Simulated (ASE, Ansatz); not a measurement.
# Local environments in 2H-WSe2/1T-PtSe2 heterobilayer (192 atoms)

The cell holds 192 atoms: 36 W, 128 Se and 28 Pt. Cell: a = 19.724 Å, b = 19.724 Å, c = 21.440 Å, α = 90.0°, β = 90.0°, γ = 120.0°. It derives from WSe2 and PtSe2. 36 cells of 2H-WSe2 (a = 3.285 Å, strained +0.07 %) and 28 cells of 1T-PtSe2 (a = 3.73 Å, -0.07 %) on one hexagonal cell, twist 40.89 deg; facing planes 3.48 Å apart; 12 Å of vacuum; displaced by a Gaussian of 0.01 Å. Regions: layer 1, 108 atoms (36 W and 72 Se); layer 2, 84 atoms (28 Pt and 56 Se). Vacuum lies along c.

Computed with Ansatz 0.2.0: Kohn-Sham DFT, PBE+D3(BJ), PAW (set soft_2, large core), plane waves; cutoff 420 eV, Γ point, gaussian smearing of 0.05 eV. Geometry: the geometry as built.

The whole cell was solved; only parts of it are printed.

The surroundings of W58, which bears the longest force, nearest first, numbered as they follow in the input and with coordinates relative to it.

```
atom      x      y      z  distance (Å)  bonds  Löwdin charge (e)     Fx     Fy  Fz (eV/Å)
 W58   0.00   0.00   0.00          0.00      6               0.47  -0.90   0.10       0.29
Se60   1.61  -0.95  -1.67          2.51      3              -0.11   0.12   0.07      -0.39
Se59   1.60  -0.93   1.70          2.51      3              -0.12   0.28  -0.23      -0.08
Se63  -0.04   1.90  -1.67          2.53      3              -0.12   0.06  -0.03      -0.18
Se62  -0.04   1.90   1.69          2.54      3              -0.13  -0.05   0.02       0.07
Se42  -1.68  -0.92  -1.68          2.55      3              -0.13   0.15  -0.18       0.03
Se41  -1.72  -0.93   1.70          2.59      3              -0.13   0.55  -0.16      -0.05
 W55   1.61  -2.84  -0.01          3.26      6               0.47  -0.10   0.12       0.43
 W76   3.26   0.01  -0.01          3.26      6               0.47  -0.24   0.04       0.37
 W79   1.59   2.85   0.00          3.27      6               0.48   0.42   0.06       0.05
 W37  -1.68  -2.84   0.01          3.30      6               0.48  -0.29   0.19       0.08
 W61  -1.69   2.84   0.00          3.31      6               0.47   0.27   0.19       0.34
 W40  -3.33  -0.01   0.01          3.33      6               0.47  -0.03   0.75      -0.13
Se38  -0.04  -3.77   1.68          4.13      3              -0.12   0.01  -0.05       0.30
Se39  -0.04  -3.78  -1.67          4.13      3              -0.12  -0.04  -0.10      -0.21
Se80   3.26   1.89   1.69          4.13      3              -0.12  -0.35   0.05      -0.01
Se81   3.27   1.92  -1.67          4.15      3              -0.12  -0.42  -0.11      -0.19
Se45  -3.33   1.93  -1.68          4.20      3              -0.12  -0.04  -0.34      -0.05
Se44  -3.35   1.91   1.67          4.20      3              -0.12   0.22  -0.14       0.38
Se78   4.89  -0.95  -1.66          5.25      3              -0.11   0.10   0.08      -0.45
Se56   3.23  -3.79   1.68          5.26      3              -0.12   0.19   0.16       0.29
Se77   4.90  -0.95   1.68          5.26      3              -0.11  -0.10   0.13       0.23
```

The column of bonds counts only the pairs Se-W within 3.30 Å, Se-Pt within 3.00 Å; other neighbours, such as metal atoms beside each other in a compound, aren't counted, and periodic images can show an atom twice.

The surroundings of Pt139, one of the 28 Pt atoms, nearest first, numbered as they follow in the input and with coordinates relative to it.

```
 atom      x      y      z  distance (Å)  bonds  Löwdin charge (e)     Fx     Fy  Fz (eV/Å)
Pt139   0.00   0.00   0.00          0.00      6               0.62  -0.27   0.51       0.06
Se137   1.38  -1.62  -1.30          2.49      3              -0.19   0.19   0.06      -0.27
Se126  -0.72  -2.01   1.29          2.50      3              -0.19  -0.03  -0.08       0.29
Se141   2.11   0.43   1.29          2.51      3              -0.20  -0.06   0.02       0.29
Se125  -2.12  -0.39  -1.29          2.51      3              -0.20   0.07  -0.05      -0.24
Se140   0.71   2.06  -1.29          2.54      3              -0.21  -0.14  -0.21      -0.26
Se129  -1.43   1.66   1.32          2.56      3              -0.21   0.11  -0.21      -0.12
Pt151   3.50  -1.19   0.00          3.70      6               0.62   0.14  -0.26      -0.14
Pt136   0.68  -3.64   0.00          3.70      6               0.62   0.37  -0.23      -0.05
Pt124  -2.82  -2.44   0.00          3.73      6               0.63  -0.13   0.26      -0.13
Pt154   2.82   2.45  -0.01          3.74      6               0.63  -0.19   0.27       0.09
Pt142  -0.72   3.67   0.00          3.74      6               0.63  -0.01   0.18      -0.13
Pt127  -3.54   1.23  -0.01          3.75      6               0.63   0.14   0.10       0.04
Se138   2.82  -3.22   1.30          4.47      3              -0.21  -0.21  -0.05       0.10
Se152   4.21   0.84  -1.30          4.49      3              -0.19   0.13  -0.12      -0.33
Se111  -4.22  -0.80   1.30          4.49      3              -0.20  -0.06  -0.02       0.12
Se144   1.39   4.08   1.29          4.50      3              -0.21   0.16   0.09       0.11
Se122  -1.43  -4.06  -1.31          4.50      3              -0.20   0.04  -0.09      -0.07
Se128  -2.84   3.28  -1.30          4.52      3              -0.20   0.08  -0.19      -0.29
 Se98   0.35  -0.59  -4.78          4.83      3              -0.13   0.00   0.10       0.08
Se101  -1.30   2.26  -4.77          5.43      3              -0.13  -0.04  -0.13       0.11
 Se80  -2.93  -0.60  -4.78          5.63      3              -0.12  -0.35   0.05      -0.01
 Se11   1.99   2.27  -4.78          5.65      3              -0.12   0.08  -0.17       0.12
Se134   2.11  -5.26  -1.30          5.82      3              -0.21  -0.10  -0.10      -0.08
Se149   4.92  -2.82  -1.30          5.82      3              -0.21  -0.11  -0.06      -0.07
Se153   5.62  -0.79   1.31          5.82      3              -0.21   0.05  -0.08       0.00
Se123   0.00  -5.68   1.30          5.83      3              -0.20  -0.13   0.01       0.15
Se156   4.92   2.86   1.29          5.83      3              -0.20   0.09   0.03       0.23
Se192  -3.54  -4.46   1.29          5.83      3              -0.19   0.18  -0.02       0.33
Se191  -4.94  -2.83  -1.31          5.84      3              -0.21  -0.06   0.03      -0.04
Se114  -4.93   2.86   1.31          5.85      3              -0.20  -0.18  -0.03       0.02
Se155   3.51   4.50  -1.30          5.85      3              -0.20   0.08  -0.09      -0.18
Se132  -2.13   5.30   1.28          5.86      3              -0.21   0.03  -0.05       0.24
Se110  -5.66   0.83  -1.30          5.86      3              -0.19   0.12   0.02      -0.28
Se143  -0.01   5.73  -1.30          5.87      3              -0.19   0.10  -0.21      -0.17
 Se77  -1.29  -3.45  -4.79          6.04      3              -0.11  -0.10   0.13       0.23
  Se8   3.65  -0.59  -4.78          6.04      3              -0.13  -0.07   0.08      -0.05
 Se95   1.97  -3.44  -4.77          6.21      3              -0.13   0.12  -0.07       0.01
Pt148   4.21  -4.86   0.01          6.43      6               0.62   0.13   0.00      -0.09
Pt121  -2.13  -6.09   0.00          6.45      6               0.62   0.04   0.04      -0.19
Pt169   6.33   1.23   0.00          6.45      6               0.63  -0.05   0.09      -0.06
Pt109  -6.35  -1.19  -0.01          6.46      6               0.62  -0.05  -0.22       0.01
Pt130  -4.24   4.88  -0.02          6.47      6               0.63   0.06   0.33       0.10
Pt157   2.12   6.12  -0.01          6.48      6               0.62  -0.22  -0.06       0.11
```

The column of bonds counts only the pairs Se-W within 3.30 Å, Se-Pt within 3.00 Å; other neighbours, such as metal atoms beside each other in a compound, aren't counted, and periodic images can show an atom twice.

The surroundings of Se147, whose charge lies farthest from its element's mean, nearest first, numbered as they follow in the input and with coordinates relative to it.

```
 atom      x      y      z  distance (Å)  bonds  Löwdin charge (e)     Fx     Fy  Fz (eV/Å)
Se147   0.00   0.00   0.00          0.00      3              -0.22   0.01  -0.10       0.11
Pt163   0.71   2.02  -1.32          2.51      6               0.63  -0.14   0.15       0.33
Pt145  -2.12  -0.41  -1.30          2.52      6               0.63   0.11   0.03      -0.21
Pt160   1.43  -1.64  -1.30          2.53      6               0.63  -0.62   0.10      -0.09
Se161   2.09   0.40  -2.60          3.36      3              -0.20   0.31  -0.04      -0.30
Se146  -1.41   1.64  -2.60          3.38      3              -0.21  -0.16  -0.11      -0.24
Se131  -0.71  -2.04  -2.61          3.39      3              -0.22   0.07   0.00      -0.13
Se162   3.50  -1.24  -0.01          3.71      3              -0.20   0.31   0.17       0.20
Se150  -0.70   3.65  -0.01          3.72      3              -0.20  -0.08  -0.07       0.17
Se117  -2.82  -2.43  -0.02          3.72      3              -0.20   0.02  -0.18       0.25
Se165   2.82   2.44  -0.01          3.72      3              -0.21  -0.04  -0.02       0.24
Se135  -3.53   1.19   0.00          3.73      3              -0.20  -0.02   0.18       0.09
Se132   0.69  -3.67  -0.02          3.73      3              -0.21   0.03  -0.05       0.24
Pt175   4.23   0.82  -1.30          4.50      6               0.62  -0.17  -0.21      -0.07
Pt148  -2.83   3.25  -1.29          4.50      6               0.62   0.13   0.00      -0.09
Pt130  -1.42  -4.09  -1.32          4.52      6               0.63   0.06   0.33       0.10
Se164   1.41   4.05  -2.58          5.00      3              -0.19  -0.01   0.09      -0.41
Se143   2.81  -3.24  -2.60          5.02      3              -0.19   0.10  -0.21      -0.17
Se116  -4.23  -0.82  -2.61          5.04      3              -0.20   0.06  -0.06      -0.12
Pt166   0.00   5.68  -1.30          5.83      6               0.63  -0.17   0.15      -0.08
Pt178   3.52   4.47  -1.31          5.84      6               0.63  -0.10  -0.04       0.05
Pt115  -4.93  -2.87  -1.30          5.85      6               0.62  -0.11   0.19      -0.13
Pt157   4.94  -2.85  -1.31          5.85      6               0.62  -0.22  -0.06       0.11
Pt142   2.10  -5.30  -1.30          5.85      6               0.63  -0.01   0.18      -0.13
Pt133  -5.65   0.78  -1.30          5.85      6               0.63   0.23   0.41      -0.24
Se158   5.63  -0.80  -2.60          6.25      3              -0.20   0.06  -0.09      -0.21
Se128  -0.01  -5.69  -2.60          6.26      3              -0.20   0.08  -0.19      -0.29
Se176   4.94   2.84  -2.59          6.26      3              -0.20  -0.02   0.03      -0.31
Se134  -4.93   2.85  -2.60          6.26      3              -0.21  -0.10  -0.10      -0.08
Se113  -3.52  -4.47  -2.61          6.26      3              -0.20  -0.12  -0.24      -0.08
Se149  -2.12   5.29  -2.60          6.27      3              -0.21  -0.11  -0.06      -0.07
  Se2  -0.12   1.83  -6.08          6.35      3              -0.13   0.14  -0.03      -0.02
 Se17   1.53  -1.00  -6.09          6.35      3              -0.12  -0.07  -0.32       0.19
Se107  -1.75  -1.01  -6.08          6.41      3              -0.13  -0.13  -0.14       0.15
Se144   4.21  -4.89  -0.01          6.45      3              -0.21   0.16   0.09       0.11
Se168   2.10   6.10  -0.01          6.45      3              -0.19   0.14  -0.10       0.26
Se177   6.34   1.22  -0.01          6.46      3              -0.19  -0.05  -0.09       0.33
Se138  -4.22   4.89   0.00          6.46      3              -0.21  -0.21  -0.05       0.10
Se114  -2.11  -6.11   0.01          6.46      3              -0.20  -0.18  -0.03       0.02
Se120  -6.35  -1.22  -0.01          6.47      3              -0.19   0.01  -0.22       0.22
```

The column of bonds counts only the pairs Se-W within 3.30 Å, Se-Pt within 3.00 Å; other neighbours, such as metal atoms beside each other in a compound, aren't counted, and periodic images can show an atom twice.

A closer look about Se99, picked at random: 32 atoms, nearest first, numbered in the order of the input, with positions taken from that point.

```
 atom      x      y     z  distance (Å)  bonds  Löwdin charge (e)     Fx     Fy  Fz (eV/Å)
 Se99   0.00   0.00  0.00          0.00      3              -0.12   0.06  -0.03       0.02
   W7   1.65   0.95  1.68          2.54      6               0.48   0.06  -0.12       0.36
  W97  -1.65   0.93  1.69          2.54      6               0.47   0.42   0.46       0.10
  W94   0.00  -1.89  1.69          2.54      6               0.47   0.30  -0.12      -0.19
 Se81  -3.25   0.01  0.01          3.25      3              -0.12  -0.42  -0.11      -0.19
Se102  -1.62   2.84  0.00          3.27      3              -0.13  -0.16  -0.01       0.17
 Se78  -1.63  -2.86  0.02          3.29      3              -0.11   0.10   0.08      -0.45
 Se12   1.65   2.85  0.02          3.29      3              -0.11  -0.04   0.01      -0.28
  Se9   3.30  -0.02  0.00          3.30      3              -0.13   0.05   0.12       0.03
 Se96   1.67  -2.85  0.01          3.31      3              -0.12  -0.26   0.09      -0.09
 Se98   0.01   0.00  3.37          3.37      3              -0.13   0.00   0.10       0.08
  W76  -3.26  -1.90  1.68          4.13      6               0.47  -0.24   0.04       0.37
  W10   0.00   3.79  1.70          4.15      6               0.47   0.09   0.20      -0.10
   W4   3.30  -1.91  1.69          4.17      6               0.47   0.05   0.09       0.16
 Se80  -3.26  -0.01  3.37          4.69      3              -0.12  -0.35   0.05      -0.01
 Se77  -1.63  -2.86  3.36          4.70      3              -0.11  -0.10   0.13       0.23
 Se95   1.64  -2.85  3.38          4.71      3              -0.13   0.12  -0.07       0.01
Se101  -1.63   2.85  3.38          4.71      3              -0.13  -0.04  -0.13       0.11
 Se11   1.65   2.86  3.37          4.72      3              -0.12   0.08  -0.17       0.12
  Se8   3.31   0.00  3.37          4.72      3              -0.13  -0.07   0.08      -0.05
  W73  -1.64  -4.74  1.69          5.29      6               0.47   0.11  -0.37       0.27
  W79  -4.93   0.95  1.69          5.30      6               0.48   0.42   0.06       0.05
  W28   3.30   3.79  1.69          5.30      6               0.47  -0.02   0.12       0.28
  W91   1.65  -4.75  1.68          5.31      6               0.47   0.06   0.15       0.31
 W100  -3.26   3.82  1.70          5.31      6               0.47  -0.23  -0.58      -0.17
  W25   4.96   0.96  1.68          5.32      6               0.47  -0.48  -0.33       0.25
 Se60  -4.91  -2.86  0.01          5.68      3              -0.11   0.12   0.07      -0.39
 Se15  -0.01   5.68  0.00          5.68      3              -0.13   0.24   0.11       0.19
 Se75   0.01  -5.69  0.01          5.69      3              -0.12   0.01  -0.04      -0.18
 Se84  -4.91   2.88  0.01          5.69      3              -0.13   0.04  -0.24       0.04
 Se30   4.93   2.85  0.02          5.70      3              -0.12   0.17   0.14      -0.39
  Se6   4.94  -2.87  0.02          5.71      3              -0.12   0.03   0.09      -0.29
```

The column of bonds counts only the pairs Se-W within 3.30 Å, Se-Pt within 3.00 Å; other neighbours, such as metal atoms beside each other in a compound, aren't counted, and periodic images can show an atom twice.

Length of the force by element:

```
element  coordination  atoms  mean length of the force (eV/Å)  spread  least   most
     Pt           all     28                            0.302   0.135  0.116  0.634
     Se           all    128                            0.266   0.119  0.053  0.737
      W           all     36                            0.474   0.175  0.187  0.956
```

Löwdin charges by element (they lack the spilled electrons, 0.075 e an atom on average):

```
element  coordination  atoms  mean charge (e)  spread   least    most
     Pt           all     28            0.625   0.002   0.622   0.629
     Se           all    128           -0.157  0.0401  -0.219  -0.105
      W           all     36            0.471  0.0031   0.463   0.476
```

Only the Γ point is sampled, in a cell whose shortest periodic width is 17 Å. The Löwdin charges lack the electrons that the projection spills, 0.075 e an atom on average.

[Logs are printed without paths, hosts, clocks, repeated set-up lines and the standing remarks that a program may print on its own settings, such as how far it seeks lower states.]

[Hosts, paths, dates, database ids (printed as entryN), source tags and the programs' standing remarks are cut or masked in the printed files.]
